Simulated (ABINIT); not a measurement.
Entries from a set of simulations; values are calculated unless marked as measured.

## A GW chain in ABINIT: CsCu2I3 (Cmcm)

Symmetry: Cmcm, No. 63, orthorhombic system. The conventional cell has a = 10.548 Å, b = 13.172 Å, c = 6.097 Å, α = 90.00°, β = 90.00°, γ = 90.00°. Cs has 10 I at 3.88 to 4.47 Å nearest. Cu has 4 I at 2.60 to 2.70 Å nearest. I has 4 Cu at 2.70 Å and 2 Cs at 4.09 Å nearest. Nearest to I lie 2 Cu at 2.60 Å and 4 Cs at 3.88 to 4.47 Å. Farther neighbours, and contacts between anions beyond the nearest, are not listed.

```xyz
12
Lattice="5.2739 -6.5862 0.0000 5.2739 6.5862 0.0000 0.0000 0.0000 6.0972" Properties=species:S:1:pos:R:3 pbc="T T T"
Cs    5.2739    2.2683    1.5243
Cs    5.2739   -2.2683    4.5729
Cu    8.9763    0.0000    0.0000
Cu    1.5716    0.0000    3.0486
Cu    1.5716    0.0000    0.0000
Cu    8.9763    0.0000    3.0486
I     5.2739   -5.0003    1.5243
I     5.2739    5.0003    4.5729
I     7.5628   -1.5675    1.5243
I     2.9851    1.5675    4.5729
I     7.5628    1.5675    4.5729
I     2.9851   -1.5675    1.5243
```

```
method               : RPA screening on LDA, plane waves, norm-conserving pseudopotentials (and 2 further levels or steps)
program              : ABINIT 10.8.3
settings             : cutoff 38 Ha, PseudoDojo scalar-relativistic 0.4.1 standard, norm-conserving, ngkpt (1, 1, 2), nband 348, ecuteps 3.9 Ha, inclvkb 2, shiftk (0, 0, 0), symchi 1, awtr 1, frequency ppm, 1×1×2 k-mesh
cost                 : 5 runs, 54 min in all on 32 MPI ranks of AMD EPYC 7R43, shared host
notes                : The database entry behind the starting cell differs from other determinations. In doubt: a PseudoDojo file used here is known to give poor structures and forces, which bears on pressures, cells, forces and phonons. The program’s warnings: nproc spkpt=  >= nkpt= * nsppol=. The cell and positions come from the Crystallography Open Database and are kept as given unless a step says otherwise. Limits: d shell near the gap, gap tends to lie low; no spin-orbit coupling. The 1×1×2 mesh is coarse for this cell, which bears on the long-range parts of exchange and screening.
LDA gap              : 1.75 eV, direct
G0W0 gap on the mesh : 2.93 eV
GW settings          : 1×1×2 mesh, 348 bands, screening to 106.1 eV, Godby-Needs plasmon pole
known limits         : short of the basis limit; d shell near the gap, gap tends to lie low; no spin-orbit coupling; coarse k mesh
```

G0W0 moves the gap on the mesh from 1.75 eV to 2.93 eV (+1.18 eV), with Z of 0.74 and 0.81 at the edges. Local fields lower the RPA ε∞ on this mesh from 7.64 to 6.74; a Γ-centred mesh this coarse tends to raise both, most where the direct gap is narrow, while a short band sum lowers them.

[Long decimals in the printed logs are rounded to 6 places.]

[Logs are printed without paths, hosts, clocks, repeated set-up lines and the standing remarks that a program may print on its own settings, such as how far it seeks lower states.]

[Paths, hosts, dates, memory and timing lines, banners, echoed tables and standing remarks are left out of the program output; an Ansatz launch command may be rebuilt from the run's recorded settings. Measured values are a selection of at most five: reports struck by readers or far from the other reports are left out. None is set beside runs whose start may be inverted or whose files or cutoffs have a known fault.]

[Runs of the session that timed out or met a known fault of the program may be left out.]

[Hosts, paths, dates, database ids (printed as entryN), source tags and the programs' standing remarks are cut or masked in the printed files.]

[G0W0 gaps are taken among the corrected bands and points alone; a level outside them can change the order at an edge.]

[Where Ansatz stands beside ABINIT at settings called matched, ABINIT's density can come from a denser mesh and the files from another edition; pairs whose starting gaps differed by over 0.03 eV were left out, so agreement reads better than it is.]
